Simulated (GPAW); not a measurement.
## Screening of a field by MoSi2As4 monolayer

Wanted: the out-of-plane polarisability of MoSi2As4 monolayer.

Method: GPAW, PAW setups; layer in a repeated cell with vacuum, relaxation of atoms and in-plane cell, in the first sound run; inputs show where later runs differ, in GPAW 26.7.0.

Most raw output is cut from this account.

### Step 1. Set-up

The cell holds 7 atoms: 4 As, 2 Si and 1 Mo. Cell: a = 3.630 Å, b = 3.630 Å, c = 24.910 Å, α = 90.0°, β = 90.0°, γ = 120.0°. Vacuum lies along c.

Structure file:

```cif
data_structure
_symmetry_space_group_name_H-M 'P 1'
_symmetry_Int_Tables_number 1
_cell_length_a 3.6300
_cell_length_b 3.6300
_cell_length_c 24.9103
_cell_angle_alpha 90.000
_cell_angle_beta 90.000
_cell_angle_gamma 120.000
_cell_volume 284.26
loop_
_atom_site_label
_atom_site_type_symbol
_atom_site_fract_x
_atom_site_fract_y
_atom_site_fract_z
_atom_site_occupancy
As1 As 0.00000 0.00000 0.32115 1
Si2 Si 0.33333 0.66667 0.35174 1
As3 As 0.33333 0.66667 0.44126 1
Mo4 Mo 0.00000 0.00000 0.50000 1
As5 As 0.33333 0.66667 0.55874 1
Si6 Si 0.33333 0.66667 0.64826 1
As7 As 0.00000 0.00000 0.67885 1
```

### Step 2. Relaxation

The atoms are relaxed first, since the surface dipole, and with it the work function, follows the positions of the outer layers.

run.py

```python
import json
import numpy as np
from ase import Atoms
from ase.filters import FrechetCellFilter
from ase.optimize import BFGS
from gpaw import GPAW, PW

slab = Atoms(
    ['As', 'Si', 'As', 'Mo', 'As', 'Si', 'As'],
    positions=[
        [0.00000, 0.00000, 8.00000],
        [-0.00000, 2.09578, 8.76197],
        [-0.00000, 2.09578, 10.99197],
        [0.00000, 0.00000, 12.45513],
        [-0.00000, 2.09578, 13.91829],
        [-0.00000, 2.09578, 16.14829],
        [0.00000, 0.00000, 16.91026]],
    cell=[[3.63, 0.0, 0.0], [-1.815, 3.14367, 0.0], [0.0, 0.0, 24.9103]],
    pbc=[True, True, True])

slab.calc = GPAW(mode=PW(600), xc='PBE', kpts={'size': (9, 9, 1), 'gamma': True},
                 occupations={'name': 'fermi-dirac', 'width': 0.05}, nbands='200%',
                 convergence={'density': 1e-05}, maxiter=200,
                 symmetry={'tolerance': 1e-3}, txt='slab.txt')
result = {}
# The in-plane cell is free; stress needs a cell that repeats along all three vectors
path = []
opt = BFGS(FrechetCellFilter(slab, mask=[1, 1, 0, 0, 0, 1]), maxstep=0.2)
opt.attach(lambda: path.append((slab.get_potential_energy(), slab.positions.tolist(), slab.get_forces().tolist())))
result['relaxed'] = bool(opt.run(fmax=0.02, steps=45))
result['path'] = path
result['cell'] = slab.cell.tolist()
print('in-plane lattice', slab.cell.cellpar().round(4)[[0, 1, 5]])
energy = slab.get_potential_energy()
fermi = slab.calc.get_fermi_level()
v = slab.calc.get_electrostatic_potential().mean((0, 1)) - fermi
n = slab.calc.get_pseudo_density().mean((0, 1))
L = slab.cell[2, 2]
z = np.arange(len(v)) * L / len(v)
low, high = slab.positions[:, 2].min(), slab.positions[:, 2].max()
below, above = np.interp([low - 5.8, high + 5.8], z, v)
slopes = [np.interp(x, z, np.gradient(v, z)) for x in (low - 5.8, high + 5.8)]
eps = np.array([[slab.calc.get_eigenvalues(k, s) for k in range(len(slab.calc.get_ibz_k_points()))]
                for s in range(slab.calc.get_number_of_spins())]) - fermi
top, bottom = eps[eps < 0].max(), eps[eps > 0].min()
dipole = slab.get_dipole_moment()[2]
print(f'energy {energy:.4f} eV, Fermi level {fermi:.4f} eV, dipole {dipole:.5f} e A')
print(f'potential 5.8 A off the faces, from the Fermi level: lower {below:.4f} eV, upper {above:.4f} eV')
print(f'slope of the potential there: lower {slopes[0]:.5f}, upper {slopes[1]:.5f} eV/A')
print(f'nearest levels on the mesh: {top:.4f} and {bottom:.4f} eV')
print('magnetic moment', round(slab.get_magnetic_moment(), 3))
result.update(energy=energy, fermi=fermi, dipole=dipole, below=below, above=above, slopes=slopes, edges=[top, bottom],
              z=z.tolist(), v=v.tolist(), n=n.tolist(), positions=slab.positions.tolist(),
              forces=slab.get_forces(apply_constraint=False).tolist(), moments=slab.get_magnetic_moments().tolist())
json.dump(result, open('result.json', 'w'))
```

The run is started by

```sh
$ OMP_NUM_THREADS=1 OPENBLAS_NUM_THREADS=1 python run.py
```

The job ended after 51 min (1 thread of Arm Neoverse N1, shared host; peak memory 0.63 GiB).

Numbers from this step:

```yaml
dipole_along_the_normal: -9.92e-4 e·Å
levels_nearest_the_fermi_level_on_the_mesh: -0.3810, 0.3761 eV from the Fermi level
```

The electrostatic potential energy of an electron (without an applied field's), less the Fermi level, planar mean oscillates, so the rows of the table below give means over windows of 1 Å about each position, cut where the curve ends. Its maxima inside the range that stand out by 2 % of the span (Å: eV): 8.1: -9.80, 9.8: 1.62, 11.7: -5.93, 13.2: -5.93, 15.1: 1.63, 16.8: -9.80. Its minima: 7.5: -14.9, 8.6: -11.8, 11.0: -13.5, 12.5: -17.2, 13.9: -13.5, 16.3: -11.8, 17.4: -14.9.

The electrostatic potential energy of an electron (without an applied field's), less the Fermi level, planar mean by z; means over each step:

z (Å), electrostatic potential energy of an electron (without an applied field's), less the Fermi level, planar mean (eV) and a bar from the least value:
```
        0        4.6 ##############################
        1        4.6 ##############################
        2        4.6 ##############################
        3        4.6 ##############################
        4        4.6 ##############################
        5        4.5 ##############################
        6        3.6 ############################
        7       -6.5 ##########
        8      -11.6 
        9       -5.9 ###########
       10       -0.1 #####################
       11      -10.4 ###
       12      -10.8 ##
       13       -9.9 ####
       14      -10.2 ###
       15        0.3 ######################
       16       -7.0 #########
       17      -11.9 
       18       -5.0 ############
       19        3.8 #############################
       20        4.5 ##############################
       21        4.6 ##############################
       22        4.6 ##############################
       23        4.6 ##############################
       24        4.6 ##############################
```

The pseudo valence density, planar mean oscillates, so the rows of the table below give means over windows of 1 Å about each position, cut where the curve ends. Its maxima inside the range that stand out by 2 % of the span (Å: e/Å³): 7.1: 0.259, 8.0: 0.399, 10.6: 0.251, 12.5: 1.27, 14.4: 0.251, 17.0: 0.399, 17.8: 0.259. Its minima: 7.4: 0.183, 9.7: 0.130, 10.9: 0.171, 14.0: 0.171, 15.2: 0.130, 17.5: 0.183.

The pseudo valence density, planar mean by z; means over each step:

z (Å), pseudo valence density, planar mean (e/Å³) and a bar:
```
        3       0.00 
        4       0.00 
        5       0.00 
        6       0.04 ##
        7       0.21 #########
        8       0.33 #############
        9       0.18 #######
       10       0.17 #######
       11       0.26 ###########
       12       0.73 ##############################
       13       0.66 ###########################
       14       0.24 ##########
       15       0.16 #######
       16       0.19 ########
       17       0.32 #############
       18       0.20 ########
       19       0.03 #
       20       0.00 
       21       0.00
```

The relaxation lowered the energy of the cell by 1.59 eV (energies extrapolated to zero smearing; the optimiser's log prints free energies). The largest force left on a free atom is 0.0061 eV/Å.

### Step 3. Plane waves, PBE

With the geometry fixed, the planar mean of the potential gives the vacuum level on each side.

This step: GPAW, PAW setups; slab in vacuum (GPAW 26.7.0).

The cell differs from the one that the last finished run ended in (c 24.910 → 26.000 Å).

Changes to run.py since step 2:

```diff
@@ -3,4 +3,2 @@
 from ase import Atoms
-from ase.filters import FrechetCellFilter
-from ase.optimize import BFGS
 from gpaw import GPAW, PW
@@ -10,25 +8,18 @@
     positions=[
-        [0.00000, 0.00000, 8.00000],
-        [-0.00000, 2.09578, 8.76197],
-        [-0.00000, 2.09578, 10.99197],
-        [0.00000, 0.00000, 12.45513],
-        [-0.00000, 2.09578, 13.91829],
-        [-0.00000, 2.09578, 16.14829],
-        [0.00000, 0.00000, 16.91026]],
-    cell=[[3.63, 0.0, 0.0], [-1.815, 3.14367, 0.0], [0.0, 0.0, 24.9103]],
-    pbc=[True, True, True])
+        [-0.00000, 0.00000, 8.00000],
+        [0.00000, 2.08460, 9.12704],
+        [0.00000, 2.08460, 11.50288],
+        [0.00000, 0.00000, 12.99980],
+        [0.00000, 2.08460, 14.49672],
+        [0.00000, 2.08460, 16.87256],
+        [-0.00000, 0.00000, 17.99960]],
+    cell=[[3.61064, -0.0, 0.0], [-1.80532, 3.1269, 0.0], [0.0, 0.0, 25.9996]],
+    pbc=[True, True, False])
 
-slab.calc = GPAW(mode=PW(600), xc='PBE', kpts={'size': (9, 9, 1), 'gamma': True},
+slab.calc = GPAW(mode=PW(400), xc='PBE', kpts={'size': (9, 9, 1), 'gamma': True},
                  occupations={'name': 'fermi-dirac', 'width': 0.05}, nbands='200%',
                  convergence={'density': 1e-05}, maxiter=200,
+                 poissonsolver={'dipolelayer': 'xy'},
                  symmetry={'tolerance': 1e-3}, txt='slab.txt')
 result = {}
-# The in-plane cell is free; stress needs a cell that repeats along all three vectors
-path = []
-opt = BFGS(FrechetCellFilter(slab, mask=[1, 1, 0, 0, 0, 1]), maxstep=0.2)
-opt.attach(lambda: path.append((slab.get_potential_energy(), slab.positions.tolist(), slab.get_forces().tolist())))
-result['relaxed'] = bool(opt.run(fmax=0.02, steps=45))
-result['path'] = path
-result['cell'] = slab.cell.tolist()
-print('in-plane lattice', slab.cell.cellpar().round(4)[[0, 1, 5]])
 energy = slab.get_potential_energy()
```

Wall time 2 min (1 thread); peak memory 0.25 GiB.

Numbers from this step:

- dipole along the normal: -1.35e-4 e·Å
- levels nearest the Fermi level on the mesh: -0.3810, 0.3762 eV from the Fermi level
- upper work function: 4.587 eV
- lower work function: 4.587 eV
- upper ionisation energy: 4.968 eV

Electrostatic potential energy of an electron (without an applied field's), less the Fermi level, planar mean against z:

```tsv
z (Å)	electrostatic potential energy of an electron (without an applied field's), less the Fermi level, planar mean (eV)
0.0	4.59
0.5	4.59
1.0	4.59
1.5	4.59
2.0	4.59
2.5	4.59
3.0	4.59
3.5	4.59
4.0	4.59
4.5	4.58
5.0	4.58
5.5	4.55
6.0	4.43
6.5	3.95
7.0	1.97
7.5	-5.01
8.0	-14.8
8.5	-10.3
9.0	-11.7
9.5	-6.72
10.0	0.276
10.5	1.28
11.0	-4.71
11.5	-13.4
12.0	-7.12
12.5	-9.08
13.0	-17.2
13.5	-9.07
14.0	-7.13
14.5	-13.4
15.0	-4.70
15.5	1.28
16.0	0.273
16.5	-6.73
17.0	-11.7
17.5	-10.3
18.0	-14.8
18.5	-5.00
19.0	1.97
19.5	3.95
20.0	4.43
20.5	4.55
21.0	4.58
21.5	4.58
22.0	4.59
22.5	4.59
23.0	4.59
23.5	4.59
24.0	4.59
24.5	4.59
25.0	4.59
25.5	4.59
```

The pseudo valence density, planar mean oscillates, so the rows of the table below give means over windows of 1 Å about each position, cut where the curve ends. Its maxima inside the range that stand out by 2 % of the span (Å: e/Å³): 7.6: 0.264, 8.4: 0.394, 11.0: 0.252, 13.0: 1.27, 14.9: 0.252, 17.5: 0.394, 18.4: 0.264. Its minima: 8.0: 0.189, 10.2: 0.130, 11.5: 0.171, 14.5: 0.171, 15.8: 0.130, 18.0: 0.189.

Table of pseudo valence density, planar mean by z; means over each step:

```tsv
z (Å)	pseudo valence density, planar mean (e/Å³)
4	3.6e-5
5	6.0e-4
6	0.00965
7	0.122
8	0.263
9	0.278
10	0.148
11	0.205
12	0.366
13	0.936
14	0.366
15	0.205
16	0.148
17	0.278
18	0.263
19	0.122
20	0.00964
21	6.0e-4
22	3.6e-5
```

The layer is gapped, so the Fermi level lies somewhere inside the gap, set by smearing and numerics, and these work functions are no property of the material; the band edges below the vacuum level are. The potential is flat to 5.2e-5 eV/Å where it is read, so the vacuum is wide enough.

### Step 4. Field on

A uniform field along the normal polarises the slab; the atoms stay fixed, so this is the electronic response alone.

Changes to run.py since step 3:

```diff
@@ -4,2 +4,3 @@
 from gpaw import GPAW, PW
+from gpaw.external import ConstantElectricField
 
@@ -22,2 +23,3 @@
                  poissonsolver={'dipolelayer': 'xy'},
+                 external=ConstantElectricField(-0.2, [0, 0, 1]),
                  symmetry={'tolerance': 1e-3}, txt='slab.txt')
```

The job ended after 9.6 min (1 thread; peak memory 0.44 GiB).

This step gave:

| Property | Result |
| --- | --- |
| dipole along the normal | -0.1500 e·Å |
| levels nearest the Fermi level on the mesh | -0.3812, 0.3761 eV from the Fermi level |
| potential below the slab, the applied field's own ramp left out | 3.389 eV from the Fermi level |
| potential above the slab, the applied field's own ramp left out | 5.793 eV from the Fermi level |

The electrostatic potential energy of an electron (without an applied field's), less the Fermi level, planar mean by z:

z (Å), electrostatic potential energy of an electron (without an applied field's), less the Fermi level, planar mean (eV) and a bar from the least value:
```
      0.0        4.6 ############################
      0.5        3.4 ###########################
      1.0        3.4 ###########################
      1.5        3.4 ###########################
      2.0        3.4 ###########################
      2.5        3.4 ###########################
      3.0        3.4 ###########################
      3.5        3.4 ###########################
      4.0        3.4 ###########################
      4.5        3.4 ###########################
      5.0        3.4 ###########################
      5.5        3.4 ###########################
      6.0        3.2 ###########################
      6.5        2.8 ##########################
      7.0        0.9 ########################
      7.5       -6.1 ###############
      8.0      -15.8 ##
      8.5      -11.2 ########
      9.0      -12.4 ######
      9.5       -7.4 #############
     10.0       -0.3 ######################
     10.5        0.8 #######################
     11.0       -5.1 ################
     11.5      -13.7 #####
     12.0       -7.3 #############
     12.5       -9.2 ##########
     13.0      -17.2 
     13.5       -9.0 ###########
     14.0       -6.9 #############
     14.5      -13.1 #####
     15.0       -4.3 #################
     15.5        1.8 #########################
     16.0        0.8 ########################
     16.5       -6.1 ##############
     17.0      -10.9 ########
     17.5       -9.5 ##########
     18.0      -13.9 ####
     18.5       -4.0 #################
     19.0        3.1 ##########################
     19.5        5.1 #############################
     20.0        5.6 ##############################
     20.5        5.7 ##############################
     21.0        5.8 ##############################
     21.5        5.8 ##############################
     22.0        5.8 ##############################
     22.5        5.8 ##############################
     23.0        5.8 ##############################
     23.5        5.8 ##############################
     24.0        5.8 ##############################
     24.5        5.8 ##############################
     25.0        5.8 ##############################
     25.5        5.8 ##############################
```

The dipole is now -0.150 e Å, against -1.3e-4 in the run without a field.

### Step 5. Field on

Changes to run.py since step 4:

```diff
@@ -23,3 +23,3 @@
                  poissonsolver={'dipolelayer': 'xy'},
-                 external=ConstantElectricField(-0.2, [0, 0, 1]),
+                 external=ConstantElectricField(-0.1, [0, 0, 1]),
                  symmetry={'tolerance': 1e-3}, txt='slab.txt')
```

It took 9.4 min on 1 thread; peak memory 0.45 GiB.

Numbers from this step:

```
dipole along the normal                                         : -0.07497 e·Å
levels nearest the Fermi level on the mesh                      : -0.3810, 0.3761 eV from the Fermi level
potential below the slab, the applied field's own ramp left out : 3.987 eV from the Fermi level
potential above the slab, the applied field's own ramp left out : 5.189 eV from the Fermi level
```

The electrostatic potential energy of an electron (without an applied field's), less the Fermi level, planar mean oscillates, so the rows of the table below give means over windows of 1 Å about each position, cut where the curve ends. Its maxima inside the range that stand out by 2 % of the span (Å: eV): 8.7: -10.2, 10.3: 1.35, 12.2: -6.06, 13.8: -5.92, 15.7: 1.86, 17.3: -9.38. Its minima: 8.0: -15.4, 9.1: -12.2, 11.5: -13.6, 13.0: -17.2, 14.5: -13.3, 16.9: -11.5, 18.0: -14.5.

Electrostatic potential energy of an electron (without an applied field's), less the Fermi level, planar mean against z; means over each step:

```tsv
z (Å)	electrostatic potential energy of an electron (without an applied field's), less the Fermi level, planar mean (eV)
0	4.21
1	3.99
2	3.99
3	3.99
4	3.99
5	3.98
6	3.78
7	0.571
8	-12.3
9	-10.7
10	-1.04
11	-5.61
12	-8.92
13	-13.8
14	-8.73
15	-5.22
16	-0.483
17	-9.94
18	-11.3
19	1.69
20	4.97
21	5.17
22	5.19
23	5.19
24	5.19
25	5.19
```

The dipole is now -0.0750 e Å, against -1.3e-4 in the run without a field.

### Step 6. In a field

Changes to run.py since step 5:

```diff
@@ -23,3 +23,3 @@
                  poissonsolver={'dipolelayer': 'xy'},
-                 external=ConstantElectricField(-0.1, [0, 0, 1]),
+                 external=ConstantElectricField(-0.05, [0, 0, 1]),
                  symmetry={'tolerance': 1e-3}, txt='slab.txt')
```

It took 8.9 min on 1 thread; peak memory 0.45 GiB.

### Step 7. In a field

Changes to run.py since step 6:

```diff
@@ -23,3 +23,3 @@
                  poissonsolver={'dipolelayer': 'xy'},
-                 external=ConstantElectricField(-0.05, [0, 0, 1]),
+                 external=ConstantElectricField(0.05, [0, 0, 1]),
                  symmetry={'tolerance': 1e-3}, txt='slab.txt')
```

Run time: 9 min. Hardware: 1 thread; peak memory 0.45 GiB.

The electrostatic potential energy of an electron (without an applied field's), less the Fermi level, planar mean by z:

```tsv
z (Å)	electrostatic potential energy of an electron (without an applied field's), less the Fermi level, planar mean (eV)
0.0	4.59
0.5	4.89
1.0	4.89
1.5	4.89
2.0	4.89
2.5	4.89
3.0	4.89
3.5	4.89
4.0	4.89
4.5	4.89
5.0	4.88
5.5	4.85
6.0	4.73
6.5	4.24
7.0	2.25
7.5	-4.75
8.0	-14.6
8.5	-10.1
9.0	-11.5
9.5	-6.56
10.0	0.418
10.5	1.40
11.0	-4.61
11.5	-13.3
12.0	-7.07
12.5	-9.05
13.0	-17.2
13.5	-9.09
14.0	-7.17
14.5	-13.5
15.0	-4.79
15.5	1.16
16.0	0.132
16.5	-6.89
17.0	-11.9
17.5	-10.5
18.0	-15.1
18.5	-5.26
19.0	1.69
19.5	3.66
20.0	4.13
20.5	4.25
21.0	4.28
21.5	4.28
22.0	4.29
22.5	4.29
23.0	4.29
23.5	4.29
24.0	4.29
24.5	4.29
25.0	4.29
25.5	4.29
```

### Step 8. Field on

Changes to run.py since step 7:

```diff
@@ -23,3 +23,3 @@
                  poissonsolver={'dipolelayer': 'xy'},
-                 external=ConstantElectricField(0.05, [0, 0, 1]),
+                 external=ConstantElectricField(0.1, [0, 0, 1]),
                  symmetry={'tolerance': 1e-3}, txt='slab.txt')
```

Wall time 9.3 min (1 thread); peak memory 0.45 GiB.

The dipole is now 0.0750 e Å, against -1.3e-4 in the run without a field.

### Step 9. Field on

Changes to run.py since step 8:

```diff
@@ -23,3 +23,3 @@
                  poissonsolver={'dipolelayer': 'xy'},
-                 external=ConstantElectricField(0.1, [0, 0, 1]),
+                 external=ConstantElectricField(0.2, [0, 0, 1]),
                  symmetry={'tolerance': 1e-3}, txt='slab.txt')
```

The job ended after 9.3 min (1 thread; peak memory 0.45 GiB).

The dipole is now 0.150 e Å, against -1.3e-4 in the run without a field.

[end of part 1 of 2]

[Logs are printed without paths, hosts, clocks, repeated set-up lines and the standing remarks that a program may print on its own settings, such as how far it seeks lower states.]

[Hosts, paths, dates, database ids (printed as entryN), source tags and the programs' standing remarks are cut or masked in the printed files.]
